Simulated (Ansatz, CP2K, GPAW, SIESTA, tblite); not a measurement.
## SIESTA on (10,0) carbon nanotube (120 atoms): settings against a plane-wave reference

Wanted: SIESTA inputs and outputs for (10,0) carbon nanotube (120 atoms), checked against a plane-wave reference.

Program: SIESTA 5.4.2. Level of theory: the method is named at each step. Results are calculated unless marked as measured.

## Step 1: The starting structure

The cell holds 120 atoms: 120 C. Its edges and angles: a = 19.830 Å, b = 19.830 Å, c = 12.783 Å, α = 90.0°, β = 90.0°, γ = 90.0°. It derives from C (graphene). Graphene sheet (a = 2.46 Å) rolled into a (10,0) tube of diameter 7.83 Å, 3 periods, 12 Å of vacuum; not relaxed, displaced by a Gaussian of 0.02 Å. Then every atom was moved at random, 0.03 Å r.m.s. a Cartesian component. Vacuum lies along a and b. The structure's axis is c.

The yardstick, on the same geometry:

| Item | Value |
| --- | --- |
| method | Kohn-Sham DFT, PBE, PAW, plane waves (Ansatz 0.2.0); cutoff 420 eV, Γ point, fermi-dirac smearing of 0.05 eV; PAW set soft_2 |
| r.m.s. force component | 2.146 eV/Å |
| longest force | 7.806 eV/Å |
| gap (highest filled to lowest empty level) | 0.8213 eV |
| SCF cycles | 11 |
| time | 91 s on 4 threads of Arm Neoverse V1, shared host |
| CPU time | 5.8 min |

## Step 2: PBE, DZP, shift 0.01 Ry, mesh 300 Ry

Method: Kohn-Sham DFT, PBE, PseudoDojo 0.4.1 norm-conserving pseudopotentials (converted to PSML), numerical atomic orbitals (DZP), diagonalisation.

The .psml files are PseudoDojo norm-conserving potentials that we converted to this format, checked against plane waves on the same files for H, C, O, Si, Ge and Ca alone.

Contents of input.fdf:

```
SystemLabel cell
NumberOfAtoms 120
NumberOfSpecies 1
%block ChemicalSpeciesLabel
  1 6 C
%endblock ChemicalSpeciesLabel
LatticeConstant 1.0 Ang
%block LatticeVectors
  19.83042 0.00000 0.00000
  0.00000 19.83042 0.00000
  0.00000 0.00000 12.78253
%endblock LatticeVectors
PAO.BasisSize DZP
PAO.EnergyShift 0.01 Ry
XC.Functional GGA
XC.Authors PBE
MeshCutoff 300 Ry
%block kgrid_Monkhorst_Pack
  1 0 0 0.0
  0 1 0 0.0
  0 0 1 0.0
%endblock kgrid_Monkhorst_Pack
SolutionMethod diagon
OccupationFunction FD
ElectronicTemperature 580 K
SCF.Mixer.Method Pulay
SCF.Mixer.Weight 0.05
SCF.Mixer.History 8
SCF.Mix Hamiltonian
MaxSCFIterations 300
SCF.DM.Tolerance 1e-04
SCF.H.Tolerance 1.0e-3 eV
WriteForces T
Write.HirshfeldPop T
Write.VoronoiPop T
Write.DM F
Write.H F
XML.Write F
AtomicCoordinatesFormat Fractional
%block AtomicCoordinatesAndAtomicSpecies
  0.69344 0.50043 0.11575 1
  0.68787 0.56068 0.05421 1
  0.66076 0.61722 0.11013 1
  0.61733 0.65703 0.05310 1
  0.68894 0.56022 0.27522 1
  0.65818 0.61616 0.22529 1
  0.55890 0.68646 0.10915 1
  0.49822 0.69799 0.05718 1
  0.61530 0.66067 0.27670 1
  0.56177 0.68687 0.22635 1
  0.44159 0.68706 0.11150 1
  0.38541 0.66018 0.05323 1
  0.49785 0.69759 0.27698 1
  0.43697 0.68834 0.21969 1
  0.34149 0.61753 0.11075 1
  0.31142 0.56018 0.05461 1
  0.38375 0.66401 0.28173 1
  0.33893 0.61677 0.22407 1
  0.30064 0.50243 0.11280 1
  0.30923 0.43769 0.05647 1
  0.31170 0.55852 0.27566 1
  0.30309 0.49630 0.21772 1
  0.34085 0.38957 0.11200 1
  0.38312 0.33980 0.05560 1
  0.31488 0.43962 0.27821 1
  0.34420 0.38466 0.22229 1
  0.43885 0.31225 0.10868 1
  0.49992 0.30266 0.05776 1
  0.38432 0.34221 0.27408 1
  0.43819 0.31162 0.22185 1
  0.56342 0.31393 0.11256 1
  0.61470 0.34228 0.06050 1
  0.49930 0.30440 0.27734 1
  0.56103 0.31344 0.22218 1
  0.66077 0.38305 0.11034 1
  0.68816 0.43989 0.05376 1
  0.61746 0.34016 0.28661 1
  0.65973 0.38042 0.22246 1
  0.68789 0.43678 0.28034 1
  0.69685 0.49937 0.22240 1
  0.69653 0.50086 0.44346 1
  0.68756 0.55881 0.38671 1
  0.66083 0.61918 0.44426 1
  0.61717 0.66066 0.39093 1
  0.68270 0.55768 0.60966 1
  0.65698 0.61726 0.55302 1
  0.56255 0.69197 0.44457 1
  0.50053 0.70082 0.39202 1
  0.61484 0.66070 0.61161 1
  0.56266 0.68646 0.55477 1
  0.43973 0.68704 0.44474 1
  0.38257 0.66215 0.38601 1
  0.49962 0.69933 0.60928 1
  0.44151 0.68812 0.55584 1
  0.33952 0.61757 0.44537 1
  0.31207 0.56283 0.38715 1
[... 60 atom lines left out ...]
  0.61742 0.33935 0.94427 1
  0.66038 0.38494 0.88971 1
  0.69050 0.44080 0.94237 1
  0.69817 0.49806 0.89023 1
%endblock AtomicCoordinatesAndAtomicSpecies
```

The run is started by

```bash
> OMP_NUM_THREADS=1 mpirun -np 2 siesta < input.fdf > output.txt
```

What it wrote:

```text
Version         : 5.4.2
reinit: System Name:
reinit: System Label: cell
initatom: Reading input for the pseudopotentials and atomic orbitals ----------
Species number:   1 Atomic number:    6 Label: C
Ground state valence configuration (from tables):   2s02  2p02  3d00  4f00
---- Processing specs for species: C
GGA--PBE XC_GGA_X_PBE--XC_GGA_C_PBE pb
C pseudopotential only contains V_ls up to l=1 -- lmxkb reset.
Using PAO.SplitTailNorm
%block ChemicalSpeciesLabel
    1    6 C                       # Species index, atomic number, species label
%endblock ChemicalSpeciesLabel
%block PAO.Basis                 # Define Basis set
C                     2                    # Species label, number of l-shells
 n=2   0   2                         # n, l, Nzeta
   4.484      3.048
   1.000      1.000
 n=2   1   2 P   1                   # n, l, Nzeta, Polarization, NzetaPol
   5.436      3.692
   1.000      1.000
%endblock PAO.Basis
coor:   Atomic-coordinates input format  =     Fractional
siesta: System type = chain
initatomlists: Number of atoms, orbitals, and projectors:    120  1560   960
siesta: ******************** Simulation parameters ****************************
Total number of electrons:   480.000000
Total ionic charge:   480.000000
 Kpoints in:            1 . Kpoints trimmed:            1
siesta: k-grid: Number of k-points = 1
siesta: k-points from Monkhorst-Pack grid
siesta: k-cutoff (effective) =     6.391 Ang
siesta: k-point supercell and displacements
siesta: k-grid:     1     0     0      0.000
siesta: k-grid:     0     1     0      0.000
siesta: k-grid:     0     0     1      0.000
                     ====================================
                        Single-point calculation
                     ====================================
outcell: Unit cell vectors (Ang):
       19.830420    0.000000    0.000000
        0.000000   19.830420    0.000000
        0.000000    0.000000   12.782530
outcell: Cell vector modules (Ang)   :   19.830420   19.830420   12.782530
outcell: Cell angles (23,13,12) (deg):     90.0000     90.0000     90.0000
outcell: Cell volume (Ang**3)        :   5026.6731
new_DM -- step:     1
Initializing Density Matrix...
Attempting to read DM from file... Failed...
DM filled with atomic data:
InitMesh: MESH = 216 x 216 x 144 = 6718464
InitMesh: Mesh cutoff (required, used) =   300.000   327.903 Ry
stepf: Fermi-Dirac step function
        iscf     Eharris(eV)        E_KS(eV)     FreeEng(eV)     dDmax    Ef(eV) dHmax(eV)
   scf:    1   -19469.198066   -19593.641814   -19593.642515  1.894120 -5.541599  5.153688
   scf:    2   -19596.608554   -19595.144010   -19595.144684  0.007633 -5.402675  4.571151
   scf:    3   -19605.697765   -19602.161242   -19602.161754  0.083456 -4.052568  1.031171
   scf:    4   -19603.324227   -19602.876139   -19602.876645  0.007113 -4.074812  0.597379
   scf:    5   -19603.219168   -19603.105501   -19603.105976  0.022540 -3.755736  0.508710
   scf:    6   -19603.255345   -19603.198786   -19603.199270  0.006650 -3.853169  0.170043
   scf:    7   -19603.220826   -19603.212699   -19603.213185  0.001185 -3.873098  0.066664
   scf:    8   -19603.208483   -19603.210886   -19603.211373  0.001478 -3.900087  0.027511
   scf:    9   -19603.216358   -19603.214218   -19603.214703  0.001958 -3.887673  0.048700
   scf:   10   -19603.214459   -19603.214414   -19603.214900  0.001108 -3.913489  0.007836
   scf:   11   -19603.214574   -19603.214511   -19603.214997  0.000357 -3.914246  0.006072
   scf:   12   -19603.214543   -19603.214532   -19603.215018  0.000148 -3.916552  0.002358
   scf:   13   -19603.214540   -19603.214536   -19603.215022  0.000016 -3.916726  0.001944
   scf:   14   -19603.214549   -19603.214544   -19603.215029  0.000044 -3.917173  0.000894
SCF Convergence by DM+H criterion
max |DM_out - DM_in|         :     0.0000440965
max |H_out - H_in|      (eV) :     0.0008936914
SCF cycle converged after 14 iterations
Using DM_out to compute the final energy and forces
siesta: E_KS(eV) =           -19603.2145
siesta: E_KS - E_eggbox =    -19603.2145
siesta: Atomic forces (eV/Ang):
     1    1.152645   -1.011743   -4.518170
     2   -0.059666    0.542847    2.802577
     3    0.750868   -1.211118    1.647025
     4   -2.922950    2.977453    1.601973
     5   -0.479884    0.965952    1.788311
     6    1.397700   -0.281165   -3.169083
     7    3.051954   -0.460235    2.064640
     8    4.053994    0.692774   -3.587176
     9    2.276514   -0.861341    3.422003
    10   -3.828631    1.647204   -4.474405
    11   -5.199986   -0.482537   -0.685492
    12   -0.188645    0.669082    0.012838
[...]
116    2.475259    4.317930   -4.742805
   117    0.532776    0.825823    1.459992
   118   -0.108435   -0.849716   -1.741048
   119   -0.980112   -4.503994    2.657489
   120    0.490234    4.541815   -2.446943
----------------------------------------
   Tot    0.002317   -0.001498    0.000660
----------------------------------------
   Max    7.758772
   Res    2.407329    sqrt( Sum f_i^2 / 3N )
----------------------------------------
   Max    7.758772    constrained
Stress tensor Voigt[x,y,z,yz,xz,xy] (kbar):      -30.09      -30.77      -49.01        4.32       -0.65       -0.89
(Free)E + p*V (eV/cell)   -19488.3110
Target enthalpy (eV/cell)   -19603.2150
siesta: Program's energy decomposition (eV):
siesta: Ebs     =     -6331.664271
siesta: Eions   =     33859.406167
siesta: Ena     =      8895.915563
siesta: Ekin    =     13535.199309
siesta: Enl     =      -686.479031
siesta: DEna    =      -503.313216
siesta: DUscf   =        35.614476
siesta: Ex      =     -6407.591346
siesta: Ec      =      -613.154132
siesta: Exc     =     -7020.745478
siesta: Eharris =    -19603.214549
siesta: Etot    =    -19603.214544
siesta: FreeEng =    -19603.215029
siesta: Final energy (eV):
siesta:  Band Struct. =   -6331.664271
siesta:       Kinetic =   13535.199309
siesta:       Hartree =   95474.659094
siesta:         Exch. =   -6407.591346
siesta:         Corr. =    -613.154132
siesta:   Exch.-corr. =   -7020.745478
siesta:  Ion-electron = -203129.137545
siesta:       Ion-ion =   81536.810076
siesta:         Total =  -19603.214544
siesta:         Fermi =      -3.917173
siesta: Stress tensor (static) (eV/Ang**3):
siesta:    -0.018779   -0.000557   -0.000406
siesta:    -0.000557   -0.019208    0.002694
siesta:    -0.000406    0.002694   -0.030589
siesta: Cell volume =       5026.673135 Ang**3
siesta: Pressure (static):
siesta:                Solid            Molecule  Units
siesta:           0.00024896          0.00004530  Ry/Bohr**3
siesta:           0.02285887          0.00415961  eV/Ang**3
siesta:          36.62394227          6.66443219  kBar
    Orbital volume contribution        =          45.564273 eV
    (Free)E + p_basis*V_orbitals       =      -19557.650756 eV
    (Free)Eharris+ p_basis*V_orbitals  =      -19557.650761 eV
siesta: Electric dipole (a.u.)  =    0.034435    0.001845    0.000000
siesta: Electric dipole (Debye) =    0.087525    0.004690    0.000000
Hirshfeld Atomic Populations:
Atom #   charge [q] valence [e]  Species
     1    -0.000170    4.000170  C
     2    -0.001442    4.001442  C
     3    -0.000328    4.000328  C
     4    -0.002213    4.002213  C
     5    -0.001766    4.001766  C
     6     0.004875    3.995125  C
     7     0.004205    3.995795  C
     8    -0.004675    4.004675  C
     9    -0.005117    4.005117  C
    10    -0.004441    4.004441  C
    11    -0.003382    4.003382  C
    12     0.007668    3.992332  C
[...]
--------------------
 Total    -0.000023
Voronoi Atomic Populations:
Atom #   charge [q] valence [e]  Species
[...]
116    -0.007257    4.007257  C
   117    -0.003306    4.003306  C
   118     0.003999    3.996001  C
   119    -0.004857    4.004857  C
   120     0.001914    3.998086  C
--------------------
 Total    -0.000023
```

Elapsed: 2.5 min, on 2 MPI ranks of Arm Neoverse V1, shared host; peak memory 2 GiB.

Banners, paths, timers and routine set-up lines are dropped from the logs unmarked, and long logs keep their key lines alone; longer cuts are marked.

Compared with the plane-wave run:

```
r.m.s. force component                           : 2.407 eV/Å
r.m.s. difference of force components            : 308.5 meV/Å
longest difference of force vectors              : 1056 meV/Å
force difference over r.m.s. force               : 14.38 %
slope of forces against the reference's          : 1.119
correlation of force components                  : 0.9974
gap (highest filled to lowest empty level) : 0.8411 eV
gap difference                                   : 0.0198 eV
```

Levels nearest the highest filled one (eV from it): -1.79, -1.75, -1.58, -1.53, -1.51, -1.44, -1.22, -1.13, -0.40, -0.37, -0.10, 0.00, 0.84, 0.95, 1.10, 1.29, 1.34, 1.38, 1.44, 1.51, 1.58, 2.14, 2.20, 2.27.

Local excerpt of 10 atoms (numbers count through the whole input) about C56, picked at random; x, y, z are measured from there.

| atom | x | y | z | distance (Å) | bonds | Hirshfeld charge (e) | Fx | Fy | Fz (eV/Å) |
| --- | --- | --- | --- | --- | --- | --- | --- | --- | --- |
| C56 | 0.00 | 0.00 | 0.00 | 0.00 | 3 | 0.00 | -0.56 | -1.06 | 0.87 |
| C59 | -0.21 | -1.21 | 0.71 | 1.42 | 3 | 0.01 | -0.15 | -0.24 | 1.43 |
| C55 | 0.54 | 1.09 | 0.74 | 1.42 | 3 | 0.01 | 0.29 | 0.78 | -1.03 |
| C21 | -0.01 | -0.09 | -1.43 | 1.43 | 3 | 0.00 | 0.39 | 1.80 | -0.37 |
| C18 | 0.53 | 1.07 | -2.08 | 2.40 | 3 | 0.00 | 0.54 | 0.41 | -0.54 |
| C52 | 1.40 | 1.97 | -0.01 | 2.42 | 3 | -0.01 | 0.58 | 0.22 | 5.34 |
| C60 | 0.00 | -2.44 | -0.03 | 2.44 | 3 | 0.00 | -0.33 | 0.68 | 3.97 |
| C58 | 0.61 | 1.10 | 2.18 | 2.52 | 3 | 0.00 | -4.80 | -4.94 | -3.71 |
| C62 | -0.21 | -1.17 | 2.22 | 2.52 | 3 | -0.01 | -1.02 | -5.64 | -5.92 |
| C22 | -0.18 | -1.32 | -2.17 | 2.54 | 3 | 0.00 | -0.48 | 3.78 | 4.04 |

Forces lie 14 % from the reference's, at 0.87 times its CPU time (on 2 against 4 cores).

## Step 3: PBE, SZP, shift 0.01 Ry, mesh 300 Ry

Method: Kohn-Sham DFT, PBE, PseudoDojo 0.4.1 norm-conserving pseudopotentials (converted to PSML), numerical atomic orbitals (SZP), diagonalisation.

input.fdf: that of step 2 with these lines changed.

```diff
@@ -12,3 +12,3 @@
 %endblock LatticeVectors
-PAO.BasisSize DZP
+PAO.BasisSize SZP
 PAO.EnergyShift 0.01 Ry
```

What it wrote:

```text
Version         : 5.4.2
reinit: System Name:
reinit: System Label: cell
initatom: Reading input for the pseudopotentials and atomic orbitals ----------
Species number:   1 Atomic number:    6 Label: C
Ground state valence configuration (from tables):   2s02  2p02  3d00  4f00
---- Processing specs for species: C
GGA--PBE XC_GGA_X_PBE--XC_GGA_C_PBE pb
[... lines left out ...]
        iscf     Eharris(eV)        E_KS(eV)     FreeEng(eV)     dDmax    Ef(eV) dHmax(eV)
[... lines left out ...]
SCF Convergence by DM+H criterion
[... lines left out ...]
SCF cycle converged after 13 iterations
[... lines left out ...]
   Max    8.167934
[... lines left out ...]
   Max    8.167934    constrained
Stress tensor Voigt[x,y,z,yz,xz,xy] (kbar):      -49.57      -50.10      -83.44        5.88       -1.16       -0.85
[... lines left out ...]
siesta: FreeEng =    -19488.134219
[... lines left out ...]
siesta:         Fermi =      -5.704370
[... lines left out ...]
siesta: Pressure (static):
siesta:                Solid            Molecule  Units
siesta:           0.00041492          0.00011519  Ry/Bohr**3
siesta:           0.03809660          0.01057616  eV/Ang**3
siesta:          61.03747476         16.94487218  kBar
    Orbital volume contribution        =          38.252151 eV
    (Free)E + p_basis*V_orbitals       =      -19449.882068 eV
    (Free)Eharris+ p_basis*V_orbitals  =      -19449.882073 eV
siesta: Electric dipole (a.u.)  =    0.035466    0.028826    0.000000
siesta: Electric dipole (Debye) =    0.090145    0.073269    0.000000
Hirshfeld Atomic Populations:
Atom #   charge [q] valence [e]  Species
     1    -0.000390    4.000390  C
     2    -0.001695    4.001695  C
     3     0.000145    3.999855  C
[...]
--------------------
 Total    -0.000012
Voronoi Atomic Populations:
Atom #   charge [q] valence [e]  Species
[...]
119    -0.005375    4.005375  C
   120     0.001091    3.998909  C
--------------------
 Total    -0.000012
```

Elapsed: 1.8 min, on 2 MPI ranks; peak memory 1.9 GiB; 3.6 min of CPU time.

Against the reference:

- r.m.s. force component: 2.632 eV/Å
- r.m.s. difference of force components: 606 meV/Å
- longest difference of force vectors: 2021 meV/Å
- force difference over r.m.s. force: 28.24 %
- slope of forces against the reference's: 1.213
- correlation of force components: 0.9885
- gap (highest filled to lowest empty level): 0.7529 eV
- gap difference: -0.0684 eV

This is a coarse setting, run to see what it loses.

Against the first run (14 %), the force difference from the reference is 28 %, at 0.72 times the CPU time, with 1080 basis functions against 1560: the smaller basis costs accuracy.

## Step 4: PBE, SZ, shift 0.01 Ry, mesh 300 Ry

Method: Kohn-Sham DFT, PBE, PseudoDojo 0.4.1 norm-conserving pseudopotentials (converted to PSML), numerical atomic orbitals (SZ), diagonalisation.

input.fdf: that of step 3 with these lines changed.

```diff
@@ -12,3 +12,3 @@
 %endblock LatticeVectors
-PAO.BasisSize SZP
+PAO.BasisSize SZ
 PAO.EnergyShift 0.01 Ry
```

The run is started by

```bash
> OMP_NUM_THREADS=1 siesta < input.fdf > output.txt
```

What it wrote:

```text
Version         : 5.4.2
reinit: System Name:
reinit: System Label: cell
initatom: Reading input for the pseudopotentials and atomic orbitals ----------
Species number:   1 Atomic number:    6 Label: C
Ground state valence configuration (from tables):   2s02  2p02  3d00  4f00
---- Processing specs for species: C
GGA--PBE XC_GGA_X_PBE--XC_GGA_C_PBE pb
C pseudopotential only contains V_ls up to l=1 -- lmxkb reset.
Using PAO.SplitTailNorm
%block ChemicalSpeciesLabel
    1    6 C                       # Species index, atomic number, species label
%endblock ChemicalSpeciesLabel
%block PAO.Basis                 # Define Basis set
C                     2                    # Species label, number of l-shells
 n=2   0   1                         # n, l, Nzeta
   4.484
   1.000
[... lines left out ...]
Total number of electrons:   480.000000
[... lines left out ...]
stepf: Fermi-Dirac step function
        iscf     Eharris(eV)        E_KS(eV)     FreeEng(eV)     dDmax    Ef(eV) dHmax(eV)
[... lines left out ...]
SCF Convergence by DM+H criterion
[... lines left out ...]
SCF cycle converged after 12 iterations
[... lines left out ...]
   Max    8.849775
[... lines left out ...]
   Max    8.849775    constrained
Stress tensor Voigt[x,y,z,yz,xz,xy] (kbar):      -70.70      -71.10     -119.31        7.73       -1.75       -0.80
[... lines left out ...]
siesta: Ena     =      8895.915563
siesta: Ekin    =     12533.087633
siesta: Enl     =      -522.729351
siesta: DEna    =       298.999314
siesta: DUscf   =        12.358755
siesta: Ex      =     -6170.301728
siesta: Ec      =      -616.037994
siesta: Exc     =     -6786.339722
siesta: Eharris =    -19428.113975
siesta: Etot    =    -19428.113975
siesta: FreeEng =    -19428.114714
siesta: Final energy (eV):
siesta:  Band Struct. =   -7895.195986
siesta:       Kinetic =   12533.087633
siesta:       Hartree =   93678.311558
siesta:         Exch. =   -6170.301728
siesta:         Corr. =    -616.037994
siesta:   Exch.-corr. =   -6786.339722
siesta:  Ion-electron = -200389.983519
siesta:       Ion-ion =   81536.810075
siesta:         Total =  -19428.113975
siesta:         Fermi =      -6.770359
siesta: Stress tensor (static) (eV/Ang**3):
siesta:    -0.044131   -0.000501   -0.001095
siesta:    -0.000501   -0.044377    0.004823
siesta:    -0.001095    0.004823   -0.074470
siesta: Cell volume =       5026.673135 Ang**3
siesta: Pressure (static):
siesta:                Solid            Molecule  Units
siesta:           0.00059168          0.00018638  Ry/Bohr**3
siesta:           0.05432585          0.01711263  eV/Ang**3
siesta:          87.03960418         27.41745224  kBar
    Orbital volume contribution        =          23.318573 eV
    (Free)E + p_basis*V_orbitals       =      -19404.796141 eV
    (Free)Eharris+ p_basis*V_orbitals  =      -19404.796141 eV
siesta: Electric dipole (a.u.)  =    0.022132    0.041461   -0.000000
siesta: Electric dipole (Debye) =    0.056254    0.105384   -0.000000
Hirshfeld Atomic Populations:
Atom #   charge [q] valence [e]  Species
     1    -0.002457    4.002457  C
     2    -0.001253    4.001253  C
     3     0.001513    3.998487  C
[...]
--------------------
 Total    -0.000025
Voronoi Atomic Populations:
Atom #   charge [q] valence [e]  Species
[...]
119    -0.007233    4.007233  C
   120    -0.000944    4.000944  C
--------------------
 Total    -0.000024
```

It took 85 s on 1 thread; peak memory 1.1 GiB.

Against the reference:

| Item | Value |
| --- | --- |
| r.m.s. force component | 2.955 eV/Å |
| r.m.s. difference of force components | 949.5 meV/Å |
| longest difference of force vectors | 3084 meV/Å |
| force difference over r.m.s. force | 44.25 % |
| slope of forces against the reference's | 1.35 |
| correlation of force components | 0.9805 |
| gap (highest filled to lowest empty level) | 0.7909 eV |
| gap difference | -0.0304 eV |

This is a coarse setting, run to see what it loses.

Against the first run (14 %), the force difference from the reference is 44 %, at 0.28 times the CPU time (on 1 against 2 cores), with 480 basis functions against 1560: the smaller basis costs accuracy.

(Continued in part 2 of 2.)

[Also dropped from logs without a mark: logging warnings of Python, and SIESTA's first energy breakdown and zero terms.]

[Logs are printed without paths, hosts, clocks, repeated set-up lines and the standing remarks that a program may print on its own settings, such as how far it seeks lower states.]

[Hosts, paths, dates, database ids (printed as entryN), source tags and the programs' standing remarks are cut or masked in the printed files.]
